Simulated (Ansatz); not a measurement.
# NaVSe3 (model cell, started as cubic perovskite with V in the octahedra): following an unstable mode

Wanted: the energy along a soft mode of NaVSe3 (model cell, started as cubic perovskite with V in the octahedra) and the structure at the end.

Calculated with Ansatz 0.2.0; DFT PBE, scalar-relativistic, plane waves, PAW.

Most raw output is cut from this account.

The structure was built from a prototype and need not be the compound's stable phase.

### Step 1. The starting structure

The structure is cubic, space group Pm-3m (No. 221). Conventional cell: a = 4.899 Å, b = 4.899 Å, c = 4.899 Å, α = 90.00°, β = 90.00°, γ = 90.00°. Nearest to Na lie 12 Se at 3.46 Å. V has 6 Se at 2.45 Å nearest. Nearest to Se lie 2 V at 2.45 Å and 4 Na at 3.46 Å. Farther neighbours and most contacts between anions are not listed.

### Step 2. The dispersion

The cell comes from relaxations at this level that are not shown. Stability and thermal properties need the whole zone. Linear response on a 2×2×2 q mesh gives force constants as far as a supercell of that size would.

input.yaml

```yaml
crystal:
  lattice:
    - [4.8990130555, 0.0, 0.0]
    - [0.0, 4.8990130555, 0.0]
    - [0.0, 0.0, 4.8990130555]
  atoms:
    - { symbol: Na, position: [0.0, 0.0, 0.0] }
    - { symbol: V, position: [0.5, 0.5, 0.5] }
    - { symbol: Se, position: [0.5, 0.5, 0.0] }
    - { symbol: Se, position: [0.5, 0.0, 0.5] }
    - { symbol: Se, position: [0.0, 0.5, 0.5] }
kpoints:
  mp_grid: { grid: [6, 6, 6] }
hamiltonian:
  xc: pbe
scf:
  occupations: { method: methfessel_paxton, width: 0.15 }
output:
  eigenvalues: true
phonons:
  method: dfpt
  qmesh: [2, 2, 2]
  temperatures: { t_max: 1000, t_step: 50 }
  qpath:
    path:
      - [[0.0, 0.0, 0.0], [0.0, 0.5, 0.0], [0.5, 0.5, 0.0], [0.0, 0.0, 0.0], [0.5, 0.5, 0.5], [0.0, 0.5, 0.0]]
      - [[0.5, 0.5, 0.5], [0.5, 0.5, 0.0]]
    npoints: 10
```

Launch:

```console
> ansatz run input.yaml --threads 8 --pin off --max-ram 14336MiB --backend cpu --events-out ev --progress --plain --runs-dir out
```

The job ended after 6.6 min (8 threads of Arm Neoverse N1, shared host; peak memory 1.4 GiB; 28 min of CPU time).

This run has no spin polarisation, although V can carry a moment.

This step gave:

| Quantity | Value |
| --- | --- |
| volume per atom | 23.52 Å³ |
| gap on the k-mesh | 0 eV |
| sum-rule residual before enforcement | 3.77e-5 eV/Å² |
| lowest frequency on the path | -146.4 cm⁻¹ |
| point group | m-3m |
| highest frequency on the path or at a solved wavevector | 249.6 cm⁻¹ |
| highest optical mode at the zone centre (no LO-TO term) | 198.5 cm⁻¹ |
| lowest optical zone-centre mode | -143.7 cm⁻¹ |
| lowest mode on the q mesh (acoustic modes at Γ apart) | -146.4 cm⁻¹ |

Frequencies (cm⁻¹) solved at each irreducible wavevector; negative means imaginary. Frequencies by wavevector, by row:

| q in reciprocal lattice units | star | mode 1 | mode 2 | mode 3 | mode 4 | mode 13 | mode 14 | mode 15 |
| --- | --- | --- | --- | --- | --- | --- | --- | --- |
| 0 0 0 | 1 | -143.7 | -143.7 | -143.7 | -27 | 198.5 | 198.5 | 198.5 |
| 0 0 -0.5 | 3 | -128.8 | -128.8 | -11.3 | -11.3 | 190.1 | 190.1 | 204.6 |
| 0 -0.5 -0.5 | 3 | -107.2 | -69.5 | -61.6 | -50 | 129.7 | 180.9 | 227.8 |
| -0.5 -0.5 -0.5 | 1 | -146.4 | -146.4 | -60.7 | -60.7 | 122.2 | 122.2 | 249.2 |

Interpolated from a 2×2×2 q mesh. Phonon branches along the path, in cm⁻¹:

| point | branch 1 | branch 2 | branch 3 | branch 4 | branch 12 | branch 13 | branch 14 | branch 15 |
| --- | --- | --- | --- | --- | --- | --- | --- | --- |
| Γ | -144 | -144 | -144 | -27 | 34 | 198 | 198 | 198 |
| halfway | -136 | -136 | -90 | -14 | 73 | 195 | 195 | 201 |
| X | -129 | -129 | -11 | -11 | 110 | 190 | 190 | 205 |
| halfway | -117 | -84 | -45 | -39 | 122 | 128 | 186 | 226 |
| M | -107 | -70 | -62 | -50 | 130 | 130 | 181 | 228 |
| halfway | -126 | -88 | -85 | -43 | 96 | 158 | 191 | 220 |
| Γ | -144 | -144 | -144 | -27 | 34 | 198 | 198 | 198 |
| halfway | -77 | -77 | -77 | -49 | 105 | 146 | 146 | 238 |
| R | -146 | -146 | -61 | -61 | 122 | 122 | 122 | 249 |
| halfway | -80 | -66 | -56 | -46 | 116 | 125 | 129 | 244 |
| X | -129 | -129 | -11 | -11 | 110 | 190 | 190 | 205 |
| jump to R | -146 | -146 | -61 | -61 | 122 | 122 | 122 | 249 |
| halfway | -115 | -81 | -61 | -43 | 122 | 126 | 126 | 248 |
| M | -107 | -70 | -62 | -50 | 130 | 130 | 181 | 228 |

Symmetry leaves 4 wavevectors to solve. The lowest mode among them, the acoustic zeros apart, lies at q = (-0.5, -0.5, -0.5) and is imaginary, 146.4i cm⁻¹, so the energy falls along it.

### Step 3. The mode frozen in, largest atomic shift 0 Å

The mode followed lies at q = (0, 0, -0.5) with frequency 128.8i cm⁻¹ and is 2-fold degenerate, one of the unstable modes though not the softest. At small amplitude the distorted cell has space group no. 51 by a symmetry search on the positions. The undistorted cell that holds it gives the zero of energy on the same k mesh.

System of this step: NaVSe3 (model cell, started as cubic perovskite with V in the octahedra). It takes space group Pm-3m (No. 221, cubic). Conventional cell: a = 4.899 Å, b = 4.899 Å, c = 4.899 Å, α = 90.00°, β = 90.00°, γ = 90.00°. Nearest to Na lie 12 Se at 3.46 Å. Nearest to V lie 6 Se at 2.45 Å. Nearest to Se lie 2 V at 2.45 Å and 4 Na at 3.46 Å. Se has 2 V at 2.45 Å and 4 Na at 3.46 Å nearest. Farther neighbours and most contacts between anions are not listed.

input.yaml

```yaml
crystal:
  lattice:
    - [4.8990130555, 0.0, 0.0]
    - [0.0, 4.8990130555, 0.0]
    - [0.0, 0.0, 9.798026111]
  atoms:
    - { symbol: Na, position: [0.0, 0.0, 0.0] }
    - { symbol: Na, position: [0.0, 0.0, 0.5] }
    - { symbol: V, position: [0.5, 0.5, 0.25] }
    - { symbol: V, position: [0.5, 0.5, 0.75] }
    - { symbol: Se, position: [0.5, 0.5, 0.5] }
    - { symbol: Se, position: [0.5, 0.5, 0.0] }
    - { symbol: Se, position: [0.5, 0.0, 0.25] }
    - { symbol: Se, position: [0.5, 0.0, 0.75] }
    - { symbol: Se, position: [0.0, 0.5, 0.25] }
    - { symbol: Se, position: [0.0, 0.5, 0.75] }
kpoints:
  mp_grid: { grid: [6, 6, 4] }
hamiltonian:
  xc: pbe
scf:
  occupations: { method: methfessel_paxton, width: 0.15 }
output:
  forces: true
  stress: true
  eigenvalues: true
```

The job ended after 6.5 s (8 threads; peak memory 1.3 GiB).

Numbers from this step:

```
pressure                         : -0.04725 GPa
energy from the undistorted cell : 0 meV/atom
```

The run ends at a pressure of -0.05 GPa.

### Step 4. The mode frozen in, largest atomic shift 0.32 Å

The atoms are moved along the unstable eigenvector, the largest shift by 0.32 Å, with the cell fixed.

input.yaml, the sections that differ from step 3:

```yaml
crystal:
  lattice:
    - [4.8990130555, 0.0, 0.0]
    - [0.0, 4.8990130555, 0.0]
    - [0.0, 0.0, 9.798026111]
  atoms:
    - { symbol: Na, position: [0.0, 0.0, 0.0] }
    - { symbol: Na, position: [0.0, 0.0, 0.5] }
    - { symbol: V, position: [0.5, 0.4346807211, 0.25] }
    - { symbol: V, position: [0.5, 0.5653192789, 0.75] }
    - { symbol: Se, position: [0.5, 0.5, 0.5] }
    - { symbol: Se, position: [0.5, 0.5, 0.0] }
    - { symbol: Se, position: [0.5, -0.0071698924, 0.25] }
    - { symbol: Se, position: [0.5, 0.0071698924, 0.75] }
    - { symbol: Se, position: [0.0, 0.5257482205, 0.25] }
    - { symbol: Se, position: [0.0, 0.4742517795, 0.75] }
# kpoints, hamiltonian, scf, output: as in step 3
```

Run time: 11 s. Hardware: 8 threads; peak memory 1.4 GiB; 83 s of CPU time.

This step gave:

```yaml
pressure: 1.319 GPa
energy_from_the_undistorted_cell: -21.66 meV/atom
```

The energy, extrapolated to zero smearing, is -21.66 meV/atom against the undistorted cell.

The run ends at a pressure of 1.32 GPa, with forces up to 1.1 eV/Å.

### Step 5. Energy along the mode, all amplitudes (two of the runs are shown above)

An imaginary frequency means negative curvature, so the energy should fall and then rise again as anharmonic terms take over.

Numbers from this step:

```
depth at the lowest point sampled  : 21.66 meV/atom
largest atomic shift at that point : 0.32 Å
```

The energy from the parent by largest atomic shift:

| largest atomic shift (Å) | energy from the parent (meV/atom) |
| --- | --- |
| 0.000 | 0 |
| 0.040 | -0.623 |
| 0.080 | -2.47 |
| 0.140 | -7.60 |
| 0.220 | -17.6 |
| 0.320 | -21.7 |
| 0.450 | 10.6 |

Displacement at unit largest shift by atom:

| atom | x (Å) | y (Å) | z (Å) | size |
| --- | --- | --- | --- | --- |
| Na1 | 0.00 | 0.00 | 0.00 | 0.00 |
| Na2 | 0.00 | 0.00 | 0.00 | 0.00 |
| V3 | 0.00 | -1.00 | 0.00 | 1.00 |
| V4 | 0.00 | 1.00 | 0.00 | 1.00 |
| Se5 | 0.00 | 0.00 | 0.00 | 0.00 |
| Se6 | 0.00 | 0.00 | 0.00 | 0.00 |
| Se7 | 0.00 | -0.11 | 0.00 | 0.11 |
| Se8 | 0.00 | 0.11 | 0.00 | 0.11 |
| Se9 | 0.00 | 0.39 | 0.00 | 0.39 |
| Se10 | 0.00 | -0.39 | 0.00 | 0.39 |

The lowest of the steps tried is at 0.32 Å, 21.7 meV/atom below the parent; the bottom of the well need not coincide with a step.

### Step 6. Relaxing from the distorted cell

Starting from the lowest point found, all atoms and the cell are let go, so that strain and other modes of the same symmetry can join in.

Edit input.yaml of step 4 so:

```diff
@@ -26 +26,6 @@
   eigenvalues: true
+relax:
+  adjacent_minimum: "off"
+  f_tol: 0.002
+  max_steps: 120
+  cell: { stress_tol: 0.03 }
```

The job ended after 5 min (8 threads; peak memory 1.6 GiB).

Relaxation path:

| step | energy less that of the first step (eV) | largest force component (eV/Å) | pressure (GPa) | volume (Å³) |
| --- | --- | --- | --- | --- |
| 1 | 0.0000 | 1.1403 | 1.32 | 235.16 |
| 2 | -0.1636 | 0.3332 | -0.13 | 235.47 |
| 3 | -0.2280 | 0.2382 | -0.14 | 237.47 |
| 4 | -0.3797 | 0.0535 | 0.34 | 240.46 |
| 5 | -0.5048 | 0.2058 | 0.35 | 244.73 |
| 6 | -0.5739 | 0.2982 | 0.28 | 248.32 |
| 7 | -0.5830 | 0.0546 | -0.09 | 249.41 |
| 8 | -0.5835 | 0.0087 | -0.01 | 249.08 |
| 9 | -0.5836 | 0.0017 | -0.01 | 248.95 |
| 10 | -0.5836 | 0.0042 | 0.01 | 248.87 |
| 11 | -0.5836 | 0.0005 | 0.00 | 248.88 |
| 12* | -0.6373 | 0.0071 | 0.37 | 248.88 |
| 13 | -0.6636 | 0.1536 | -0.36 | 257.36 |
| 14 | -0.6785 | 0.0691 | -0.06 | 256.42 |
| 15 | -0.6832 | 0.0779 | -0.05 | 255.54 |
| 16 | -0.6840 | 0.0882 | 0.04 | 256.49 |
| 17 | -0.6855 | 0.0231 | -0.01 | 255.99 |
| 18 | -0.6858 | 0.0042 | 0.02 | 255.93 |
| 19 | -0.6858 | 0.0022 | 0.00 | 256.01 |
| 20 | -0.6858 | 0.0005 | 0.00 | 256.03 |
| 21* | -0.6872 | 0.0004 | 0.01 | 256.03 |

Relaxation steps marked * repeat the geometry before them on a plane-wave basis chosen anew for their cell, so energy and pressure can jump there.

The run keeps the 8 symmetry operations that it works with, so distortions that break them were not tested.

| cell as run | before | after | change |
| --- | --- | --- | --- |
| a (Å) | 4.899 | 4.376 | -10.7 % |
| b (Å) | 4.899 | 6.232 | +27.2 % |
| c (Å) | 9.798 | 9.389 | -4.2 % |
| volume (Å³/atom) | 23.52 | 25.60 | +8.9 % |

The atoms that moved most (Å, as changes of fractional coordinates times the final cell):

| atom | dx | dy | dz | length |
| --- | --- | --- | --- | --- |
| Se10 | 0.000 | -0.451 | 0.000 | 0.451 |
| Se9 | 0.000 | 0.451 | 0.000 | 0.451 |
| Se8 | 0.000 | -0.415 | 0.000 | 0.415 |
| Se7 | 0.000 | 0.415 | 0.000 | 0.415 |
| V3 | 0.000 | -0.067 | 0.000 | 0.067 |
| V4 | 0.000 | 0.067 | 0.000 | 0.067 |

Final coordinates:

```cif
data_structure
_symmetry_space_group_name_H-M 'P 1'
_symmetry_Int_Tables_number 1
_cell_length_a 4.3761
_cell_length_b 6.2315
_cell_length_c 9.3887
_cell_angle_alpha 90.000
_cell_angle_beta 90.000
_cell_angle_gamma 90.000
_cell_volume 256.03
loop_
_atom_site_label
_atom_site_type_symbol
_atom_site_fract_x
_atom_site_fract_y
_atom_site_fract_z
_atom_site_occupancy
Na1 Na 0.00000 0.00000 0.00000 1
Na2 Na 0.00000 0.00000 0.50000 1
V3 V 0.50000 0.42398 0.25000 1
V4 V 0.50000 0.57602 0.75000 1
Se5 Se 0.50000 0.50000 0.50000 1
Se6 Se 0.50000 0.50000 0.00000 1
Se7 Se 0.50000 0.05948 0.25000 1
Se8 Se 0.50000 0.94052 0.75000 1
Se9 Se 0.00000 0.59806 0.25000 1
Se10 Se 0.00000 0.40194 0.75000 1
```

This step gave:

```yaml
pressure: 0.005246 GPa
volume_per_atom: 25.60 Å³
```

The distorted start has space group Pmma; the relaxation ends in Pmma.

### Step 7. Modes of the new phase, k-mesh 6×6×4

A relaxed structure may still be a saddle point, so its zone-centre modes are computed. No field response is asked, since the mesh shows no gap.

input.yaml

```yaml
crystal:
  lattice:
    - [4.3760721579, 0.0, 0.0]
    - [0.0, 6.2315346492, 0.0]
    - [0.0, 0.0, 9.388700411]
  atoms:
    - { symbol: Na, position: [0.0, 0.0, 0.0] }
    - { symbol: Na, position: [0.0, 0.0, 0.5] }
    - { symbol: V, position: [0.5, 0.4239794823, 0.25] }
    - { symbol: V, position: [0.5, 0.5760205177, 0.75] }
    - { symbol: Se, position: [0.5, 0.5, 0.5] }
    - { symbol: Se, position: [0.5, 0.5, 0.0] }
    - { symbol: Se, position: [0.5, 0.0594833039, 0.25] }
    - { symbol: Se, position: [0.5, -0.0594833039, 0.75] }
    - { symbol: Se, position: [0.0, 0.5980595685, 0.25] }
    - { symbol: Se, position: [0.0, 0.4019404315, 0.75] }
kpoints:
  mp_grid: { grid: [6, 6, 4] }
hamiltonian:
  xc: pbe
scf:
  occupations: { method: methfessel_paxton, width: 0.15 }
output:
  eigenvalues: true
phonons:
  method: dfpt
```

It took 9.3 min on 8 threads; peak memory 4.2 GiB.

The run was cut off at the time limit after its SCF cycle had converged; no result of it is taken.

The program's message: “Warning: RAYON”

### Step 8. Results

```json
{"unstable mode of the parent": "q = (0, 0, -0.5), 129i cm⁻¹", "depth at the lowest point sampled": "21.7 meV/atom", "largest atomic shift at that point": "0.32 Å", "space group reached (within 0.01 Å)": "Pmma", "energy gained over the parent (first relaxation, on the mesh of the frozen mode)": "90.6 meV/atom", "volume per atom, phase reached": "25.6 Å³"}
```

What this shows: Along this mode the structure falls into Pmma, 90.6 meV/atom below the parent. At the parent's cell the well is 21.66 meV/atom deep on the steps tried, with its lowest point at a shift of 0.32 Å. Relaxing atoms and cell changes the gain by +68.91 meV/atom against the lowest step (energies at zero smearing). Most of the total comes from this relaxation. The modes of the phase reached were not computed on this path. Of the 8 patterns followed to their end from this parent, this one ends 58.8 meV/atom above the lowest, Amm2. Each path keeps the symmetry of its pattern, so a lower phase may lie along a pattern not tried. With no gap, or one that is small against the smearing, the frequencies hang on the k mesh and the smearing, most of all near Kohn anomalies. The phonon runs are without spin polarisation, although V often carries a moment. A phonon run warned that its eigensolver left some bands unconverged in a pass. The starting cell was built on a prototype and not taken from a measurement, so the phase need not exist.

[Logs are printed without paths, hosts, clocks, repeated set-up lines and the standing remarks that a program may print on its own settings, such as how far it seeks lower states.]

[Hosts, paths, dates, database ids (printed as entryN), source tags and the programs' standing remarks are cut or masked in the printed files.]
